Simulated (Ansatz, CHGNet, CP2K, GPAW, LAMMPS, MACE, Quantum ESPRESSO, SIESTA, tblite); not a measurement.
# From one method to another: forces in aqueous Li+ and I-, 1.5 mol of salt per kg of water at 360 K (110 atoms)

36 H2O, 1 Li+, 1 I- placed at random, at 1.14 g/cm³; overlaps pushed apart, then 10 ps at 420 K with Joung-Cheatham ions (J. Phys. Chem. B 112, 9020 (2008)); SPC/E water (Berendsen, Grigera and Straatsma, J. Phys. Chem. 91, 6269 (1987)). Snapshot after 20 ps at 360 K and fixed volume.

Two calculations on one geometry. First: Kohn-Sham DFT, PBE, PAW, atomic orbitals (dzp); LCAO dzp; h 0.18 Å; levels smeared at 580 K; far from plane-wave PBE on this cell, through basis, grid or potentials (GPAW 26.7.0; Γ point). Second: Kohn-Sham DFT, PBE, SSSP efficiency 1.3.0 pseudopotentials, plane waves; sssp-1.3.0-efficiency; 60/480 Ry; levels smeared at 580 K (Quantum ESPRESSO 7.5; sssp-pbe-1.3.0-efficiency, cutoffs 60/480 Ry, Γ point).

Cell vectors (Å):

```
10.442 0.000 0.000
0.000 10.442 0.000
0.000 0.000 10.442
```

Atom, position (Å) and force of the first calculation (eV/Å):

```
1 O 4.429 0.328 0.520 -0.043 -0.878 -0.149
2 H 4.018 0.346 1.432 -0.095 0.291 0.104
3 H 4.751 1.245 0.282 -0.167 -0.094 0.028
4 O 1.914 0.552 5.846 -0.651 -0.824 -0.738
5 H 2.652 0.253 6.452 0.338 0.341 0.235
6 H 1.675 1.500 6.055 0.296 0.207 0.130
7 O 5.085 1.650 5.281 -0.045 1.445 -0.133
8 H 5.489 0.735 5.276 -0.289 -0.349 0.259
9 H 4.401 1.709 6.008 0.663 -0.785 -0.106
10 O 7.566 7.558 6.061 -0.085 0.235 -0.425
11 H 7.509 6.918 6.828 -0.200 0.119 -0.386
12 H 7.323 7.086 5.214 0.184 -0.166 0.743
13 O 7.383 6.644 8.932 -0.589 -0.382 -0.268
14 H 7.329 7.583 9.270 0.237 -0.357 -0.062
15 H 8.341 6.363 8.880 0.645 0.935 -0.104
16 O 1.446 0.597 9.543 -0.267 0.294 0.085
17 H 2.084 10.276 9.648 -0.077 -0.326 -0.020
18 H 0.603 0.269 9.116 0.505 0.030 0.186
19 O 7.424 3.982 9.890 -0.326 0.154 -0.019
20 H 7.829 3.320 9.260 0.093 0.261 -0.212
21 H 7.516 4.903 9.511 -0.375 -0.227 0.106
22 O 4.910 5.891 7.041 -0.470 0.496 0.158
23 H 5.517 5.123 6.838 0.512 0.091 0.102
24 H 5.387 6.548 7.626 0.185 -0.703 -0.428
25 O 0.734 1.627 1.639 -0.468 0.656 0.270
26 H 1.433 1.337 2.293 0.337 -0.049 -0.464
27 H 0.922 1.216 0.746 0.300 -0.364 0.126
28 O 9.876 1.145 4.302 -0.010 -0.023 -0.487
29 H 9.272 1.325 5.078 0.652 -0.296 -0.047
30 H 0.250 0.662 4.620 -0.466 0.268 0.415
31 O 9.087 9.997 0.975 -0.547 0.641 0.087
32 H 9.566 9.201 1.346 0.579 -0.309 -0.428
33 H 8.914 9.858 0.000 0.390 -0.571 0.506
34 O 6.748 3.921 6.031 0.082 1.009 -0.141
35 H 7.565 3.622 6.525 -0.520 -0.522 -0.044
36 H 6.216 3.121 5.753 0.243 -0.666 0.260
37 O 2.138 6.525 0.870 0.872 0.469 -0.037
38 H 1.529 5.744 0.736 -0.081 -0.762 -0.016
39 H 2.966 6.225 1.344 -0.392 -0.071 -0.193
40 O 8.650 9.173 8.921 0.086 -0.352 -0.158
41 H 8.917 8.368 8.391 0.097 0.627 0.156
42 H 8.868 10.001 8.404 -0.005 -0.127 -0.463
43 O 10.155 6.535 8.409 -1.239 -0.491 0.500
44 H 0.342 5.765 8.515 0.350 0.766 -0.269
45 H 0.180 7.287 7.944 0.532 -0.340 -0.088
46 O 0.423 4.376 0.833 0.078 0.796 -0.335
47 H 9.968 4.426 0.393 0.454 -0.476 0.540
48 H 0.618 3.428 1.085 -0.458 -0.380 -0.023
49 O 1.230 8.423 7.229 -0.267 -0.054 -0.476
50 H 1.887 8.667 7.943 0.105 0.144 0.024
51 H 0.939 9.250 6.748 0.469 0.173 0.336
52 O 5.156 2.722 0.234 -0.173 0.162 -0.173
53 H 5.380 2.554 1.194 0.069 0.958 0.430
54 H 5.752 3.439 10.315 0.674 -0.120 0.121
55 O 8.517 4.752 3.579 -0.723 0.242 -0.303
56 H 8.177 4.488 4.482 0.182 0.005 -0.382
57 H 9.513 4.667 3.560 0.249 -0.181 0.635
58 O 3.180 2.640 8.858 -0.518 0.327 -0.691
59 H 2.391 2.167 9.249 0.268 0.025 0.315
60 H 3.906 2.700 9.543 -0.319 -0.191 0.282
61 O 5.064 3.181 2.900 -0.388 -0.784 -0.025
62 H 5.346 3.092 3.855 -0.177 -0.132 -0.597
63 H 4.858 4.139 2.701 0.484 0.621 0.252
64 O 5.855 9.660 9.110 0.182 -0.679 -0.718
65 H 6.696 10.198 9.065 -0.660 -0.372 0.094
66 H 5.280 10.002 9.854 0.217 0.519 0.917
67 O 3.208 1.017 2.898 -0.496 -0.773 -0.333
68 H 3.377 0.566 3.774 0.029 0.805 -0.244
69 H 3.724 1.873 2.858 0.449 0.194 0.657
70 O 2.976 8.590 9.504 0.006 0.411 -0.450
71 H 2.617 8.088 10.291 0.346 -0.477 -0.172
72 H 3.975 8.545 9.508 -0.664 -0.099 0.274
73 O 4.264 7.137 4.677 -0.033 0.462 -0.768
74 H 3.355 6.927 4.317 -0.263 0.217 0.587
75 H 4.430 6.596 5.501 0.073 -0.261 0.330
76 O 7.323 0.402 2.978 0.133 0.236 0.076
77 H 6.685 0.115 2.264 0.284 -0.039 0.880
78 H 7.015 0.051 3.862 -0.476 -0.309 -1.015
79 O 0.219 7.973 1.860 -1.178 0.562 0.341
80 H 0.931 7.453 1.390 0.302 -0.008 0.623
81 H 0.443 8.040 2.833 0.494 -0.227 -0.530
82 O 2.192 5.543 8.314 0.043 -0.196 -0.076
83 H 2.579 6.254 7.726 0.219 -0.712 0.555
84 H 2.930 5.079 8.804 -0.265 0.454 -0.638
85 O 5.183 5.816 2.433 -0.937 -0.361 -0.489
86 H 4.772 6.508 3.027 0.797 -0.077 0.335
87 H 6.026 6.176 2.035 0.077 0.464 0.172
88 O 7.511 7.158 1.790 -0.046 -0.030 -0.010
89 H 8.239 6.792 2.370 -0.098 0.305 -0.524
90 H 7.868 7.916 1.245 0.164 -0.389 0.701
91 O 0.711 4.552 4.080 0.191 0.813 -0.940
92 H 0.993 4.098 4.926 0.515 -0.353 0.145
93 H 1.375 4.354 3.359 -0.476 -0.081 0.644
94 O 1.361 3.199 6.271 0.609 0.031 -0.432
95 H 1.954 3.340 7.064 -0.443 0.289 0.049
96 H 0.427 3.021 6.581 0.051 -0.096 0.658
97 O 8.221 2.726 1.738 0.065 -0.486 -0.529
98 H 7.540 2.899 1.027 0.729 0.381 0.701
99 H 8.202 3.470 2.406 -0.298 0.404 0.014
100 O 4.008 0.435 7.517 -0.722 -0.380 -0.530
101 H 3.442 1.001 8.115 0.584 0.215 0.285
102 H 4.517 10.215 8.067 0.406 0.343 0.070
103 O 5.811 9.485 4.777 0.086 0.718 0.247
104 H 6.399 8.982 5.410 -0.405 -0.444 0.125
105 H 4.920 9.035 4.720 0.620 -0.597 0.290
106 O 1.578 7.490 4.296 0.041 0.061 -0.187
107 H 1.737 7.879 5.203 -0.408 -0.417 -0.082
108 H 1.031 6.657 4.382 0.203 -0.064 0.384
109 Li 9.187 1.087 2.334 -0.218 -0.009 -0.076
110 I 9.141 1.869 7.672 -0.392 -0.010 0.146
```

**Question.** What forces does the second calculation give?

Atom and force (eV/Å):

```
1 -0.124 -0.268 0.286
2 0.147 0.194 -0.456
3 -0.334 -0.613 0.189
4 -0.315 -0.414 -0.154
5 -0.151 0.490 -0.177
6 0.438 -0.435 -0.043
7 -0.252 0.815 0.392
8 -0.534 0.270 0.235
9 1.124 -0.732 -0.608
10 -0.271 -0.586 -0.479
11 -0.115 0.570 -0.895
12 0.384 0.178 1.257
13 0.031 0.116 -0.142
14 0.207 -1.023 -0.248
15 -0.024 1.043 -0.069
16 -0.505 -0.505 -0.123
17 -0.486 0.187 -0.088
18 1.054 0.320 0.458
19 0.042 0.301 -0.756
20 -0.167 0.659 0.205
21 -0.428 -0.792 0.377
22 0.313 0.427 0.408
23 0.057 0.587 0.229
24 -0.194 -1.134 -0.754
25 0.141 0.100 0.088
26 -0.141 0.153 -0.872
27 0.179 -0.066 0.715
28 0.124 -0.300 0.331
29 0.986 -0.416 -0.582
30 -0.977 0.603 0.118
31 -0.337 0.032 -0.233
32 0.236 0.226 -0.620
33 0.484 -0.433 1.125
34 0.294 0.170 0.061
35 -1.012 -0.287 -0.364
36 0.569 -0.089 0.431
37 1.054 -0.331 0.242
38 0.326 -0.262 0.049
39 -0.959 0.170 -0.505
40 0.405 -0.265 -0.934
41 -0.067 1.160 0.487
42 -0.124 -0.634 -0.142
43 -0.525 -0.556 0.185
44 -0.091 1.223 -0.291
45 0.224 -0.745 0.192
46 -0.486 0.113 -0.491
47 1.086 -0.475 0.811
48 -0.550 0.267 -0.166
49 0.003 0.659 -0.297
50 -0.327 -0.043 -0.461
51 0.617 -0.435 0.642
52 0.396 0.580 0.177
53 -0.114 0.996 -0.193
54 0.290 -0.548 0.303
55 -0.288 -0.050 0.403
56 0.420 0.231 -0.983
57 -0.412 -0.088 0.638
58 -0.597 0.029 0.084
59 0.747 0.351 0.021
60 -0.767 -0.163 -0.153
61 -0.413 -0.173 0.550
62 -0.365 -0.080 -1.190
63 0.639 -0.065 0.348
64 0.486 -0.044 -0.288
65 -1.195 -0.768 0.125
66 0.556 0.261 0.420
67 0.007 -0.482 0.350
68 -0.136 1.067 -0.863
69 0.099 -0.384 0.651
70 0.451 -0.047 0.197
71 0.568 -0.125 -0.716
72 -1.336 -0.070 0.252
73 -0.564 -0.082 -0.451
74 0.356 0.378 0.796
75 -0.048 0.117 -0.200
76 -0.523 -0.266 0.104
77 0.765 0.150 1.329
78 -0.215 -0.018 -1.554
79 -0.542 0.317 0.764
80 -0.109 0.351 0.864
81 0.290 -0.247 -1.153
82 0.893 0.017 -0.170
83 -0.089 -1.175 0.962
84 -0.784 0.694 -0.937
85 -0.610 0.410 -0.409
86 1.015 -0.545 -0.095
87 -0.493 0.176 0.427
88 0.742 0.200 0.011
89 -0.634 0.543 -0.886
90 -0.154 -0.900 1.006
91 0.904 0.380 -0.904
92 0.293 -0.026 -0.388
93 -0.922 0.053 1.113
94 0.400 -0.076 0.401
95 -0.802 0.236 -0.485
96 0.602 0.061 0.407
97 -0.393 0.110 -0.520
98 1.187 0.196 1.162
99 -0.247 -0.137 -0.422
100 -0.712 -0.426 0.182
101 0.941 -0.152 -0.115
102 0.054 0.748 -0.337
103 -0.165 -0.003 0.705
104 -0.795 -0.065 -0.354
105 1.182 -0.240 0.264
106 -0.255 -0.260 0.560
107 -0.536 -0.651 -0.683
108 0.551 0.517 0.279
109 -0.258 0.016 -0.115
110 -0.390 -0.027 0.146
```

The two sets differ by 414 meV/Å r.m.s., 77 % of the r.m.s. force of the Quantum ESPRESSO run. With short bonds to hydrogen, sets of potentials differ among themselves by several per cent in forces even at converged cutoffs, so the reference isn't exact here either. The network of contacts between molecules at the start is that of the classical potential that made the cell, and needn't be the one that DFT or experiment would give. The electronic-structure runs sample only Γ, in a cell whose shortest periodic width is 10 Å.

[Logs are printed without paths, hosts, clocks, repeated set-up lines and the standing remarks that a program may print on its own settings, such as how far it seeks lower states.]

[Hosts, paths, dates, database ids (printed as entryN), source tags and the programs' standing remarks are cut or masked in the printed files.]
